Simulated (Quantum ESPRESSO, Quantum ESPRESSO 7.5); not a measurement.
## Zr2CO2 MXene, 1 layer, stepped through biaxial strain

Wanted: a table for Zr2CO2 MXene, 1 layer against biaxial strain, and what can be fitted to it.

Calculated with Quantum ESPRESSO 7.5; plane-wave DFT, PBE, GBRV ultrasoft pseudopotentials.

## (1) Starting point

The cell holds 5 atoms: 2 O, 2 Zr and 1 C. Its edges and angles: a = 3.289 Å, b = 3.289 Å, c = 19.953 Å, α = 90.0°, β = 90.0°, γ = 120.0°. It derives from Zr2CO2. Vacuum lies along c.

Set-up: Cell and atoms are first relaxed; each strained cell is then held and the atoms relax in it. A periodic run with 15 Å of vacuum in the starting cell gives the vacuum levels, and bands follow along a path.

Members -2, -1, 0, 1 and 2 took the same steps and show in the table alone.

## (2) Variable-cell relaxation of the reference

What the set-up leaves free in this member is relaxed.

Input file ref.relax.in:

```
&control
  prefix = 'ref.relax'
  outdir = './out'
  pseudo_dir = './pseudo'
  nstep = 80
  forc_conv_thr = 0.0004
  calculation = 'vc-relax'
  etot_conv_thr = 1e-06
/
&system
  ibrav = 0
  nat = 5
  ntyp = 3
  ecutwfc = 50
  ecutrho = 250
  occupations = 'smearing'
  smearing = 'fd'
  degauss = 0.004
/
&electrons
  conv_thr = 1e-09
  mixing_beta = 0.4
  electron_maxstep = 120
  mixing_mode = 'plain'
/
&ions
/
&cell
  cell_dofree = '2Dxy'
  press_conv_thr = 0.3
/
ATOMIC_SPECIES
  O   15.9990  o_pbe_v1.2.uspp.F.UPF
  Zr  91.2240  zr_pbe_v1.uspp.F.UPF
  C   12.0110  c_pbe_v1.2.uspp.F.UPF
CELL_PARAMETERS angstrom
  3.28900000000000 0.00000000000000 0.00000000000000
  -1.64450000000000 2.84835755304702 0.00000000000000
  0.00000000000000 0.00000000000000 19.95294679561928
ATOMIC_POSITIONS crystal
  O   0.333333333300 0.666666666700 0.375884328106
  Zr  0.666666666700 0.333333333300 0.434959392856
  C   0.000000000000 0.000000000000 0.500000000000
  Zr  0.333333333300 0.666666666700 0.565040607144
  O   0.666666666700 0.333333333300 0.624115671894
K_POINTS automatic
  12 12 1 0 0 0
```

Run with:

```sh
$ OMP_NUM_THREADS=1 mpirun -n 4 pw.x -nk 4 -in ref.relax.in > ref.relax.out
```

Output:

```text
Program PWSCF v.7.5 starts
[citation notice left out]

     Parallel version (MPI & OpenMP), running on       4 processor cores
     Number of MPI processes:                 4
     Threads/MPI process:                     1

     MPI processes distributed on     1 nodes
[...]
Current dimensions of program PWSCF are:
     Max number of different atomic species (ntypx) = 10
     Max number of k-points (npk) =  40000
     Max angular momentum in pseudopotentials (lmaxx) =  4
     Message from routine setup:
     using ibrav=0 with symmetry is DISCOURAGED, use correct ibrav instead

     K-points division:     npool     =       4
     Subspace diagonalization in iterative solution of the eigenvalue problem:
     a serial algorithm will be used

     G-vector sticks info
     --------------------
     sticks:   dense  smooth     PW     G-vecs:    dense   smooth      PW
     Sum         673     517    163                84285    60025    9987

     Using Slab Decomposition

     bravais-lattice index     =            0
     lattice parameter (alat)  =       6.2153  a.u.
     unit-cell volume          =    1261.4267 (a.u.)^3
     number of atoms/cell      =            5
     number of atomic types    =            3
     number of electrons       =        40.00
     number of Kohn-Sham states=           24
     kinetic-energy cutoff     =      50.0000  Ry
     charge density cutoff     =     250.0000  Ry
     scf convergence threshold =      1.0E-09
     mixing beta               =       0.4000
     number of iterations used =            8  plain     mixing
     energy convergence thresh.=      1.0E-06
     force convergence thresh. =      4.0E-04
     press convergence thresh. =      3.0E-01
     Exchange-correlation= SLA  PW   PBE  PBE
                           (   1   4   3   4   0   0   0)
     nstep                     =           80

     celldm(1)=   6.215309  celldm(2)=   0.000000  celldm(3)=   0.000000
     celldm(4)=   0.000000  celldm(5)=   0.000000  celldm(6)=   0.000000

     crystal axes: (cart. coord. in units of alat)
               a(1) = (   1.000000   0.000000   0.000000 )
               a(2) = (  -0.500000   0.866025   0.000000 )
               a(3) = (   0.000000   0.000000   6.066569 )

     reciprocal axes: (cart. coord. in units 2 pi/alat)
               b(1) = (  1.000000  0.577350 -0.000000 )
               b(2) = (  0.000000  1.154701  0.000000 )
               b(3) = (  0.000000 -0.000000  0.164838 )

     PseudoPot. # 1 for O  read from file:
     ./pseudo/o_pbe_v1.2.uspp.F.UPF
     Pseudo is Ultrasoft + core correction, Zval =  6.0
     Generated by new atomic code, or converted to UPF format
     Using radial grid of  737 points,  5 beta functions with:
                l(1) =   0
                l(2) =   0
                l(3) =   1
                l(4) =   1
                l(5) =   2
     Q(r) pseudized with  8 coefficients,  rinner =    0.900   0.900   0.900
                                                       0.900   0.900

     PseudoPot. # 2 for Zr read from file:
     ./pseudo/zr_pbe_v1.uspp.F.UPF
     Pseudo is Ultrasoft + core correction, Zval = 12.0
     Generated by new atomic code, or converted to UPF format
     Using radial grid of  887 points,  6 beta functions with:
                l(1) =   0
                l(2) =   0
                l(3) =   1
                l(4) =   1
                l(5) =   2
                l(6) =   2
     Q(r) pseudized with  6 coefficients,  rinner =    1.200   1.200   1.200
                                                       1.200   1.200

     PseudoPot. # 3 for C  read from file:
     ./pseudo/c_pbe_v1.2.uspp.F.UPF
     Pseudo is Ultrasoft + core correction, Zval =  4.0
     Generated by new atomic code, or converted to UPF format
     Using radial grid of  721 points,  4 beta functions with:
                l(1) =   0
                l(2) =   0
                l(3) =   1
                l(4) =   1
     Q(r) pseudized with  8 coefficients,  rinner =    1.100   1.100   1.100

     atomic species   valence    mass     pseudopotential
     O                 6.00    15.99900     O ( 1.00)
     Zr               12.00    91.22400     Zr( 1.00)
     C                 4.00    12.01100     C ( 1.00)

     12 Sym. Ops., with inversion, found

   Cartesian axes

     site n.     atom                  positions (alat units)
         1        O      tau(   1) = (  -0.0000000   0.5773503   2.2803284  )
         2        Zr     tau(   2) = (   0.5000000   0.2886751   2.6387113  )
         3        C      tau(   3) = (   0.0000000   0.0000000   3.0332847  )
         4        Zr     tau(   4) = (  -0.0000000   0.5773503   3.4278581  )
         5        O      tau(   5) = (   0.5000000   0.2886751   3.7862410  )

     number of k points=    19  Fermi-Dirac smearing, width (Ry)=  0.0040
                       cart. coord. in units 2pi/alat
        k(    1) = (   0.0000000   0.0000000   0.0000000), wk =   0.0138889
        k(    2) = (   0.0000000   0.0962250   0.0000000), wk =   0.0833333
        k(    3) = (   0.0000000   0.1924501   0.0000000), wk =   0.0833333
        k(    4) = (   0.0000000   0.2886751   0.0000000), wk =   0.0833333
        k(    5) = (   0.0000000   0.3849002   0.0000000), wk =   0.0833333
        k(    6) = (   0.0000000   0.4811252   0.0000000), wk =   0.0833333
        k(    7) = (   0.0000000  -0.5773503   0.0000000), wk =   0.0416667
        k(    8) = (   0.0833333   0.1443376   0.0000000), wk =   0.0833333
        k(    9) = (   0.0833333   0.2405626   0.0000000), wk =   0.1666667
        k(   10) = (   0.0833333   0.3367877   0.0000000), wk =   0.1666667
[...]
k(   19) = (   0.3333333   0.5773503   0.0000000), wk =   0.0277778

     Dense  grid:    84285 G-vectors     FFT dimensions: (  32,  32, 192)

     Smooth grid:    60025 G-vectors     FFT dimensions: (  27,  27, 180)

     Estimated max dynamical RAM per process >     150.82 MB

     Estimated total dynamical RAM >     541.56 MB

     Check: negative core charge=   -0.000002

     Initial potential from superposition of free atoms

     starting charge      39.9957, renormalised to      40.0000

     negative rho (up, down):  1.208E-01 0.000E+00
     Starting wfcs are   38 randomized atomic wfcs

     total cpu time spent up to now is        3.4 secs

     per-process dynamical memory:    85.2 Mb

     Self-consistent Calculation

     iteration #  1     ecut=    50.00 Ry     beta= 0.40
     Davidson diagonalization with overlap
     ethr =  1.00E-02,  avg # of iterations =  2.0

[...]
negative rho (up, down):  1.279E-01 0.000E+00

[...]
End of self-consistent calculation

          k = 0.0000 0.0000 0.0000 (  7399 PWs)   bands (ev):

   -48.0465 -48.0080 -26.4096 -26.0730 -25.8010 -25.8010 -25.7716 -25.7716
   -17.3595 -17.2770  -8.8412  -4.4027  -4.1410  -4.1410  -3.8231  -3.8231
    -3.3632  -0.4073   0.7706   0.7706   2.6080   2.6080   3.0376   4.0121

          k = 0.0000 0.0957 0.0000 (  7448 PWs)   bands (ev):

   -48.0407 -48.0033 -26.3918 -26.0847 -25.8476 -25.8336 -25.8147 -25.7800
   -17.3151 -17.2444  -8.8482  -4.3737  -4.1056  -4.0738  -3.8654  -3.7742
    -3.2565  -0.2844   0.2335   0.5140   2.6060   2.9279   3.1336   4.0487

          k = 0.0000 0.1914 0.0000 (  7474 PWs)   bands (ev):

   -48.0247 -47.9906 -26.3421 -26.1582 -26.0106 -25.9165 -25.8504 -25.8042
   -17.2073 -17.1645  -8.8345  -4.3828  -3.9881  -3.8972  -3.8100  -3.6483
    -3.0299  -0.7497  -0.1246   0.0844   2.2967   3.4547   3.5669   4.2907

          k = 0.0000 0.2871 0.0000 (  7504 PWs)   bands (ev):

   -48.0023 -47.9735 -26.3321 -26.2730 -26.2279 -25.9412 -25.8970 -25.8388
   -17.0896 -17.0758  -8.7360  -4.4423  -3.8722  -3.6823  -3.5049  -3.4957
    -2.9515  -1.4624  -0.2874  -0.2175   2.0694   3.8445   3.9407   4.6354

          k = 0.0000 0.3829 0.0000 (  7536 PWs)   bands (ev):

   -47.9793 -47.9570 -26.5268 -26.4396 -26.1883 -25.9436 -25.9421 -25.8741
   -17.0138 -16.9990  -8.5325  -4.4685  -3.9965  -3.5253  -3.3546  -3.1634
    -2.9718  -1.6927  -0.5537  -0.3185   1.9089   4.0413   4.2750   4.7586

          k = 0.0000 0.4786 0.0000 (  7524 PWs)   bands (ev):

   -47.9615 -47.9456 -26.6702 -26.5834 -26.1204 -25.9743 -25.9492 -25.9002
   -16.9818 -16.9508  -8.2941  -4.6657  -4.1759  -3.4653  -3.2481  -2.9093
    -2.7568  -1.8936  -0.5980  -0.2851   1.7835   3.9694   4.7715   4.7744

[...]
the Fermi energy is     1.2247 ev

!    total energy              =    -274.92384780 Ry
     estimated scf accuracy    <          4.3E-12 Ry
     smearing contrib. (-TS)   =      -0.00000056 Ry
     internal energy E=F+TS    =    -274.92384724 Ry

     The total energy is F=E-TS. E is the sum of the following terms:
     one-electron contribution =   -1872.98488958 Ry
     hartree contribution      =     940.87590894 Ry
     xc contribution           =     -53.88941392 Ry
     ewald contribution        =     711.07454732 Ry

     convergence has been achieved in   8 iterations

     negative rho (up, down):  1.279E-01 0.000E+00

     Forces acting on atoms (cartesian axes, Ry/au):

     atom    1 type  1   force =    -0.00000000   -0.00000000    0.00005714
     atom    2 type  2   force =     0.00000000    0.00000000    0.00010185
     atom    3 type  3   force =     0.00000000    0.00000000    0.00000000
     atom    4 type  2   force =     0.00000000   -0.00000000   -0.00010185
     atom    5 type  1   force =     0.00000000   -0.00000000   -0.00005714

     Total force =     0.000165     Total SCF correction =     0.000010

     Computing stress (Cartesian axis) and pressure

     negative rho (up, down):  1.279E-01 0.000E+00
          total   stress  (Ry/bohr**3)                   (kbar)     P=       -0.34
  -0.00000151   0.00000000   0.00000000           -0.22        0.00        0.00
  -0.00000000  -0.00000151   0.00000000           -0.00       -0.22        0.00
   0.00000000   0.00000000  -0.00000398            0.00        0.00       -0.59

     Energy error            =      3.5E-07 Ry
     Gradient error          =      1.0E-04 Ry/Bohr
     Cell gradient error     =      2.2E-01 kbar

     bfgs converged in   9 scf cycles and   8 bfgs steps
     (criteria: energy <  1.0E-06 Ry, force <  4.0E-04 Ry/Bohr, cell <  3.0E-01 kbar)

     End of BFGS Geometry Optimization

     Final enthalpy           =    -274.9238477973 Ry

     File ./out/ref.relax.bfgs deleted, as requested
Begin final coordinates
     new unit-cell volume =   1274.91957 a.u.^3 (   188.92359 Ang^3 )
     density =      1.99044 g/cm^3

CELL_PARAMETERS (angstrom)
   3.306543613  -0.000000000   0.000000000
  -1.653271807   2.863550768   0.000000000
   0.000000000   0.000000000  19.952946796

ATOMIC_POSITIONS (crystal)
O                0.3333333333        0.6666666667        0.3838315412
Zr               0.6666666667        0.3333333333        0.4299294572
C               -0.0000000000       -0.0000000000        0.5000000000
Zr               0.3333333333        0.6666666667        0.5700705428
O                0.6666666667        0.3333333333        0.6161684588
End final coordinates

[...]
Final scf calculation at the relaxed structure.
     The G-vectors are recalculated for the final unit cell
     Results may differ from those at the preceding step.

     G-vector sticks info
     --------------------
     sticks:   dense  smooth     PW     G-vecs:    dense   smooth      PW
     Sum         673     547    163                85161    60847   10083

     Using Slab Decomposition

     bravais-lattice index     =            0
     lattice parameter (alat)  =       6.2153  a.u.
     unit-cell volume          =    1274.9196 (a.u.)^3
     number of atoms/cell      =            5
     number of atomic types    =            3
     number of electrons       =        40.00
     number of Kohn-Sham states=           24
     kinetic-energy cutoff     =      50.0000  Ry
     charge density cutoff     =     250.0000  Ry
     scf convergence threshold =      1.0E-11
     mixing beta               =       0.4000
     number of iterations used =            8  plain     mixing
     press convergence thresh. =      3.0E-01
     Exchange-correlation= SLA  PW   PBE  PBE
                           (   1   4   3   4   0   0   0)

     celldm(1)=   6.215309  celldm(2)=   0.000000  celldm(3)=   0.000000
     celldm(4)=   0.000000  celldm(5)=   0.000000  celldm(6)=   0.000000

     crystal axes: (cart. coord. in units of alat)
               a(1) = (   1.005334  -0.000000   0.000000 )
               a(2) = (  -0.502667   0.870645   0.000000 )
               a(3) = (   0.000000   0.000000   6.066569 )

     reciprocal axes: (cart. coord. in units 2 pi/alat)
               b(1) = (  0.994694  0.574287 -0.000000 )
               b(2) = (  0.000000  1.148574 -0.000000 )
               b(3) = ( -0.000000 -0.000000  0.164838 )

     PseudoPot. # 1 for O  read from file:
     ./pseudo/o_pbe_v1.2.uspp.F.UPF
     Pseudo is Ultrasoft + core correction, Zval =  6.0
     Generated by new atomic code, or converted to UPF format
     Using radial grid of  737 points,  5 beta functions with:
                l(1) =   0
                l(2) =   0
                l(3) =   1
                l(4) =   1
                l(5) =   2
     Q(r) pseudized with  8 coefficients,  rinner =    0.900   0.900   0.900
                                                       0.900   0.900

     PseudoPot. # 2 for Zr read from file:
     ./pseudo/zr_pbe_v1.uspp.F.UPF
     Pseudo is Ultrasoft + core correction, Zval = 12.0
     Generated by new atomic code, or converted to UPF format
     Using radial grid of  887 points,  6 beta functions with:
                l(1) =   0
                l(2) =   0
                l(3) =   1
                l(4) =   1
                l(5) =   2
                l(6) =   2
     Q(r) pseudized with  6 coefficients,  rinner =    1.200   1.200   1.200
                                                       1.200   1.200

     PseudoPot. # 3 for C  read from file:
     ./pseudo/c_pbe_v1.2.uspp.F.UPF
     Pseudo is Ultrasoft + core correction, Zval =  4.0
     Generated by new atomic code, or converted to UPF format
     Using radial grid of  721 points,  4 beta functions with:
                l(1) =   0
                l(2) =   0
                l(3) =   1
                l(4) =   1
     Q(r) pseudized with  8 coefficients,  rinner =    1.100   1.100   1.100

     atomic species   valence    mass     pseudopotential
     O                 6.00    15.99900     O ( 1.00)
     Zr
```

It took 3.8 min on 4 MPI ranks of AMD EPYC 7R13 (Zen 3), shared host; peak memory 0.8 GiB; 15 min of CPU time.

Relaxation path:

| step | energy less that of the first step (eV) | largest force (eV/Å) | volume (Å³) |
| --- | --- | --- | --- |
| 1 | 0.0000 | 4.9791 | 186.92 |
| 2 | -0.8707 | 1.1106 | 186.18 |
| 3 | -0.9383 | 0.3325 | 185.96 |
| 4 | -0.9471 | 0.2693 | 186.38 |
| 5 | -0.9562 | 0.2326 | 186.88 |
| 6 | -0.9665 | 0.1596 | 187.60 |
| 7 | -0.9742 | 0.0443 | 188.63 |
| 8 | -0.9748 | 0.0030 | 188.95 |
| 9 | -0.9748 | 0.0026 | 188.92 |
| 10 | -0.9754 | 0.0025 | 188.92 |

| cell as run | before | after | change |
| --- | --- | --- | --- |
| a (Å) | 3.289 | 3.307 | +0.5 % |
| b (Å) | 3.289 | 3.307 | +0.5 % |

The atoms that moved most (Å, along periodic axes as changes of fractional coordinates times the final cell, across vacuum about the mean position):

| atom | dx | dy | dz | length |
| --- | --- | --- | --- | --- |
| O1 | 0.000 | 0.000 | 0.159 | 0.159 |
| O5 | 0.000 | 0.000 | -0.159 | 0.159 |
| Zr4 | 0.000 | 0.000 | 0.100 | 0.100 |
| Zr2 | 0.000 | 0.000 | -0.100 | 0.100 |

The relaxed structure:

```xyz
5
Lattice="3.3065 0.0000 0.0000 -1.6533 2.8636 0.0000 0.0000 0.0000 19.9529" Properties=species:S:1:pos:R:3
O     0.0000    1.9090    7.6586
Zr    1.6533    0.9545    8.5784
C     0.0000    0.0000    9.9765
Zr    0.0000    1.9090   11.3746
O     1.6533    0.9545   12.2944
```

 The last row is no step: it is a fresh SCF in the final cell with a new plane-wave basis, -1 meV from the row before.

Numbers from this step:

```
free energy  : -3740.5301 eV
Fermi energy : 1.225 eV
```

[end of part 1 of 7]

[Logs are printed without paths, hosts, clocks, repeated set-up lines and the standing remarks that a program may print on its own settings, such as how far it seeks lower states.]

[Hosts, paths, dates, database ids (printed as entryN), source tags and the programs' standing remarks are cut or masked in the printed files.]

[Maps of the electrostatic potential energy from Ansatz leave out the sawtooth potential of an applied field or a dipole correction, so their vacuum need not be flat; planar profiles and work functions include it.]
